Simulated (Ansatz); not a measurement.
# Cs on Ta(100): change of the work function, part 2 of 2

How does one ordered layer of Cs (top site) change the work function of Ta(100), and what dipole does each adsorbate carry?

Ansatz 0.2.0; plane-wave DFT, PBE, Ansatz PAW.

So far, work function, upper face (eV): step 2 (the clean slab) 3.77; step 3 (adsorbate added) 1.54; step 5 (the covered slab, atoms frozen) 1.54; step 6 (the substrate alone) 3.76; step 7 (the adsorbate layer alone) 2.16.

### 8. Density difference

This step: plane-wave DFT, PBE, Ansatz PAW; density difference on adsorption (Ansatz 0.2.0).

The densities of the parts are taken from that of the whole and averaged over planes; the first moment of what is left gives the step in the potential.

This step gave:

* largest charge moved: 0.005434 e/Å²
* potential step from the moved charge: -2.233 eV

The electron density difference oscillates, so the rows of the table below give means over 1 Å (shorter at the two ends). Its distinct maxima (Å: e/Å³): 12.4: 3.3e-4, 14.7: 5.2e-4, 17.0: 0.00646. Distinct minima: 14.1: -9.0e-4, 15.8: -0.00257, 18.4: -0.00208.

Planar mean, whole system less its parts. Electron density difference against z; means over each step:

| z (Å) | electron density difference (e/Å³) |
| --- | --- |
| 4 | 5.2e-7 |
| 5 | 3.3e-6 |
| 6 | 1.7e-5 |
| 7 | 3.5e-5 |
| 8 | -7.1e-5 |
| 9 | 1.7e-5 |
| 10 | -1.8e-5 |
| 11 | 2.0e-5 |
| 12 | 1.1e-4 |
| 13 | -1.0e-5 |
| 14 | -4.9e-4 |
| 15 | -2.7e-4 |
| 16 | -6.1e-4 |
| 17 | 0.00559 |
| 18 | 3.5e-4 |
| 19 | -0.00193 |
| 20 | -0.00109 |
| 21 | -0.00103 |
| 22 | -4.8e-4 |
| 23 | -1.3e-4 |
| 24 | -2.3e-5 |
| 25 | -2.6e-6 |
| 26 | 2.7e-7 |

Planar mean, whole system less its parts. Electrons moved below z against z:

| z (Å) | electrons moved below z (e/Å²) |
| --- | --- |
| 4 | 3.0e-7 |
| 5 | 1.8e-6 |
| 6 | 1.0e-5 |
| 7 | 4.2e-5 |
| 8 | 3.2e-5 |
| 9 | -2.3e-5 |
| 10 | 4.8e-6 |
| 11 | 4.9e-6 |
| 12 | -6.4e-6 |
| 13 | 2.2e-4 |
| 14 | -2.2e-4 |
| 15 | -2.4e-4 |
| 16 | -0.00182 |
| 17 | 0.00197 |
| 18 | 0.00541 |
| 19 | 0.00357 |
| 20 | 0.00206 |
| 21 | 0.00103 |
| 22 | 2.9e-4 |
| 23 | 5.7e-5 |
| 24 | 7.0e-6 |
| 25 | -3.5e-7 |
| 26 | -5.7e-7 |
| 27 | -2.3e-7 |

### 9. The same run with other settings: efield.ramp_width = 0.04

This step: plane-wave DFT, PBE, Ansatz PAW (Ansatz 0.2.0).

System of this step: Cs/Ta(100). The cell holds 21 atoms: 20 Ta and 1 Cs. Its edges and angles: a = 6.620 Å, b = 6.620 Å, c = 28.802 Å, α = 90.0°, β = 90.0°, γ = 90.0°. Vacuum lies along c.

A run with a changed input: it repeats the earlier run at 0.25 ML with efield.ramp_width from 0.06 to 0.04; its output block differs too.

Input file input.yaml:

```yaml
crystal:
  lattice:
    - [6.62, 0.0, 0.0]
    - [0.0, 6.62, 0.0]
    - [0.0, 0.0, 28.8022521395]
  atoms:
    - { symbol: Ta, position: [0.0, 0.0, 0.3124755646] }
    - { symbol: Ta, position: [0.25, 0.25, 0.369936349] }
    - { symbol: Ta, position: [0.0, 0.0, 0.4278543737] }
    - { symbol: Ta, position: [0.25, 0.25, 0.4865049965] }
    - { symbol: Ta, position: [0.0, 0.0, 0.5365987376] }
    - { symbol: Ta, position: [0.0, 0.5, 0.3124755646] }
    - { symbol: Ta, position: [0.25, 0.75, 0.369936349] }
    - { symbol: Ta, position: [0.0, 0.5, 0.4278543737] }
    - { symbol: Ta, position: [0.25, 0.75, 0.4865049965] }
    - { symbol: Ta, position: [0.0, 0.5, 0.5365987376] }
    - { symbol: Ta, position: [0.5, 0.0, 0.3124755646] }
    - { symbol: Ta, position: [0.75, 0.25, 0.369936349] }
    - { symbol: Ta, position: [0.5, 0.0, 0.4278543737] }
    - { symbol: Ta, position: [0.75, 0.25, 0.4865049965] }
    - { symbol: Ta, position: [0.5, 0.0, 0.5365987376] }
    - { symbol: Ta, position: [0.5, 0.5, 0.3124755646] }
    - { symbol: Ta, position: [0.75, 0.75, 0.369936349] }
    - { symbol: Ta, position: [0.5, 0.5, 0.4278543737] }
    - { symbol: Ta, position: [0.75, 0.75, 0.4865049965] }
    - { symbol: Ta, position: [0.5, 0.5, 0.5365987376] }
    - { symbol: Cs, position: [0.0, 0.0, 0.6875244354] }
kpoints:
  mp_grid: { grid: [5, 5, 1] }
hamiltonian:
  xc: pbe
scf:
  occupations: { method: fermi_dirac, width: 0.1 }
  convergence: { dr2_threshold: 1.0e-08 }
efield:
  axis: 3
  dipole_correction: true
  ramp_position: 0.97
  ramp_width: 0.04
relax:
  f_tol: 0.02
  max_steps: 60
  constraints: [{ sites: [0, 1, 5, 6, 10, 11, 15, 16] }]
output:
  bader: true
  dos: { projected: true, e_range: [-8, 4] }
  write_potential: true
  write_density: true
  volumetric_format: npy
```

Command:

```console
$ ansatz run input.yaml --threads 4 --pin off --max-ram 6144MiB --backend cpu --events-out ev --progress --plain --runs-dir out
```

Run time: 7.9 min. Hardware: 4 threads of Arm Neoverse V1, shared host; peak memory 4.3 GiB; 31 min of CPU time.

Step by step:

| step | energy less that of the first step (eV) | largest force component (eV/Å) |
| --- | --- | --- |
| 1 | 0.0000 | 0.3943 |
| 2 | -0.0145 | 0.4058 |
| 3 | -0.1124 | 0.3519 |
| 4 | -0.1751 | 0.2578 |
| 5 | -0.2134 | 0.1262 |
| 6 | -0.2211 | 0.1606 |
| 7 | -0.2244 | 0.0440 |
| 8 | -0.2256 | 0.0059 |

Forces are held to the 8 operations that the program found; a distortion that breaks them can't arise in this run.

The atoms that moved most (Å):

| atom | dx | dy | dz | length |
| --- | --- | --- | --- | --- |
| Cs21 | 0.000 | 0.000 | -0.832 | 0.832 |
| Ta5 | 0.000 | 0.000 | -0.070 | 0.070 |
| Ta20 | 0.000 | 0.000 | 0.044 | 0.044 |
| Ta10 | 0.000 | 0.000 | 0.022 | 0.022 |
| Ta15 | 0.000 | 0.000 | 0.022 | 0.022 |
| Ta4 | 0.009 | 0.009 | -0.005 | 0.014 |
| Ta9 | 0.009 | -0.009 | -0.005 | 0.014 |
| Ta14 | -0.009 | 0.009 | -0.005 | 0.014 |

The relaxed structure:

```cif
data_structure
_symmetry_space_group_name_H-M 'P 1'
_symmetry_Int_Tables_number 1
_cell_length_a 6.6200
_cell_length_b 6.6200
_cell_length_c 28.8023
_cell_angle_alpha 90.000
_cell_angle_beta 90.000
_cell_angle_gamma 90.000
_cell_volume 1262.24
loop_
_atom_site_label
_atom_site_type_symbol
_atom_site_fract_x
_atom_site_fract_y
_atom_site_fract_z
_atom_site_occupancy
Ta1 Ta 0.00000 0.00000 0.31248 1
Ta2 Ta 0.25000 0.25000 0.36994 1
Ta3 Ta 0.00000 0.00000 0.42756 1
Ta4 Ta 0.25140 0.25140 0.48633 1
Ta5 Ta 0.00000 0.00000 0.53417 1
Ta6 Ta 0.00000 0.50000 0.31248 1
Ta7 Ta 0.25000 0.75000 0.36994 1
Ta8 Ta 0.00000 0.50000 0.42758 1
Ta9 Ta 0.25140 0.74860 0.48633 1
Ta10 Ta 0.00000 0.50000 0.53736 1
Ta11 Ta 0.50000 0.00000 0.31248 1
Ta12 Ta 0.75000 0.25000 0.36994 1
Ta13 Ta 0.50000 0.00000 0.42758 1
Ta14 Ta 0.74860 0.25140 0.48633 1
Ta15 Ta 0.50000 0.00000 0.53736 1
Ta16 Ta 0.50000 0.50000 0.31248 1
Ta17 Ta 0.75000 0.75000 0.36994 1
Ta18 Ta 0.50000 0.50000 0.42770 1
Ta19 Ta 0.74860 0.74860 0.48633 1
Ta20 Ta 0.50000 0.50000 0.53812 1
Cs21 Cs 0.00000 0.00000 0.65864 1
```

Numbers from this step:

- energy at zero smearing: -204302.0373 eV
- work function, upper face: 1.536 eV
- work function, lower face: 3.969 eV
- dipole along the normal: 0.5892 e·Å
- step between the vacuum levels: -2.433 eV

The density of states has structure finer than the step of the table below, so its rows give means over 0.25 eV. Peaks (eV: height): -2.770: 111, -1.260: 46.4, -1.110: 52.1, -0.690: 42.1, 0.300: 44.1, 0.390: 82.0, 0.540: 47.5.

The density of states by energy, zero at the Fermi level; means over each step:

| energy (eV) | density of states (states/eV a cell) |
| --- | --- |
| -7.75 | 0 |
| -7.50 | 0.351 |
| -7.25 | 1.33 |
| -7.00 | 1.20 |
| -6.75 | 2.00 |
| -6.50 | 1.55 |
| -6.25 | 0.874 |
| -6.00 | 1.44 |
| -5.75 | 4.91 |
| -5.50 | 2.06 |
| -5.25 | 4.93 |
| -5.00 | 1.80 |
| -4.75 | 7.76 |
| -4.50 | 4.06 |
| -4.25 | 10.8 |
| -4.00 | 12.3 |
| -3.75 | 14.3 |
| -3.50 | 13.5 |
| -3.25 | 20.0 |
| -3.00 | 20.3 |
| -2.75 | 25.5 |
| -2.50 | 18.2 |
| -2.25 | 11.6 |
| -2.00 | 12.8 |
| -1.75 | 24.0 |
| -1.50 | 33.6 |
| -1.25 | 41.2 |
| -1.00 | 32.9 |
| -0.75 | 27.9 |
| -0.50 | 23.8 |
| -0.25 | 24.4 |
| 0.00 | 12.8 |
| 0.25 | 28.2 |
| 0.50 | 38.9 |
| 0.75 | 27.4 |
| 1.00 | 24.2 |
| 1.25 | 22.9 |
| 1.50 | 18.5 |

Projected DOS per atom over height of the atomic layer and energy from the Fermi level. Layers: Ta4 Ta4 Ta4 Ta4 Ta4 Cs from below.

Ten even steps from '_' (0.00 states/eV) to '@' (2.61 states/eV), each cell a mean:
```
==..::..==..
++..::..**..
@@--::::@@--
++::::::==::
++==------..
**--==--++::
##**##**##__
++++==**++__
::--..::::__
::--::--::__
====--====__
::--------__
::::----::__
....::....__
__......____
____________
____________
____________
____________
____________
____________
____________
```
Columns: height of the atomic layer (Å) from 9 to 19.0 (not evenly spaced); rows upwards: energy from the Fermi level (eV) from -7.96 to 1.65.

| quantity | this run | earlier run | difference |
| --- | --- | --- | --- |
| work function, upper face (eV) | 1.536 | 1.536 | -1.1e-4 |
| work function, lower face (eV) | 3.969 | 3.969 | -1.2e-6 |
| dipole along the normal (e·Å) | 0.5892 | 0.5891 | 2.8e-5 |

Nothing in the table moves by 0.01 in its unit (for the dipole 0.5 % and 5e-5 e·Å).

### 10. Varying the input

System of this step: Ta(100). The cell holds 5 atoms: 5 Ta. Its edges and angles: a = 3.310 Å, b = 3.310 Å, c = 24.620 Å, α = 90.0°, β = 90.0°, γ = 90.0°. Vacuum lies along c.

An input spoilt on purpose, to show how the run answers: it repeats the earlier run at 0 ML with scf.convergence.dr2_threshold from 1e-08 to -1e-06, and scf.max_iter set to 60.

Input file input.yaml:

```yaml
crystal:
  lattice:
    - [3.31, 0.0, 0.0]
    - [0.0, 3.31, 0.0]
    - [0.0, 0.0, 24.62]
  atoms:
    - { symbol: Ta, position: [0.0, 0.0, 0.3655564582] }
    - { symbol: Ta, position: [0.5, 0.5, 0.4327782291] }
    - { symbol: Ta, position: [0.0, 0.0, 0.5] }
    - { symbol: Ta, position: [0.5, 0.5, 0.5672217709] }
    - { symbol: Ta, position: [0.0, 0.0, 0.6344435418] }
kpoints:
  mp_grid: { grid: [9, 9, 1] }
hamiltonian:
  xc: pbe
scf:
  occupations: { method: fermi_dirac, width: 0.1 }
  convergence: { dr2_threshold: -1.0e-06 }
  max_iter: 60
efield:
  axis: 3
  dipole_correction: true
  ramp_position: 0.97
  ramp_width: 0.06
relax:
  f_tol: 0.02
  max_steps: 60
  constraints: [{ sites: [0, 1] }]
output:
  write_potential: true
  write_density: true
  volumetric_format: npy
```

Elapsed: 0.02 s, on 4 threads; peak memory 0.031 GiB.

The input was rejected at the start.

The program's message: “Error: invalid value for `scf.convergence.dr2_threshold`: must be finite and > 0; got -0.000001 eV”

The fault put into the input: a threshold that can't be met.

### 11. Outcome

* work function of the clean face: 3.77 eV
* work function at 0.25 ML: 1.54 eV
* dipole per adsorbate at 0.25 ML, positive end outwards: 2.60 D
* step of the potential from the moved charge at 0.25 ML, upper less lower side, atoms held: -2.23 eV

**Reading.** Cs lowers the work function of Ta(100) at the lowest coverage, by 2.23 eV: the adsorbate layer has its positive end outwards. One coverage alone was completed, so no trend follows. The slab has 5 layers, at the tabulated experimental lattice constant, one starting site was run, and quantum-size effects of a slab this thin can reach one or two tenths of an eV.

[Long decimals in the printed logs are rounded to 6 places.]

[Logs are printed without paths, hosts, clocks, repeated set-up lines and the standing remarks that a program may print on its own settings, such as how far it seeks lower states.]

[Hosts, paths, dates, database ids (printed as entryN), source tags and the programs' standing remarks are cut or masked in the printed files.]

[Maps of the electrostatic potential energy from Ansatz leave out the sawtooth potential of an applied field or a dipole correction, so their vacuum need not be flat; planar profiles and work functions include it.]

[The density of states shown here was stored with 400 of the rows of the run's finer table, so its peaks can read low, often by over a quarter, or be missed, and its means over a window can be off by a tenth or more.]
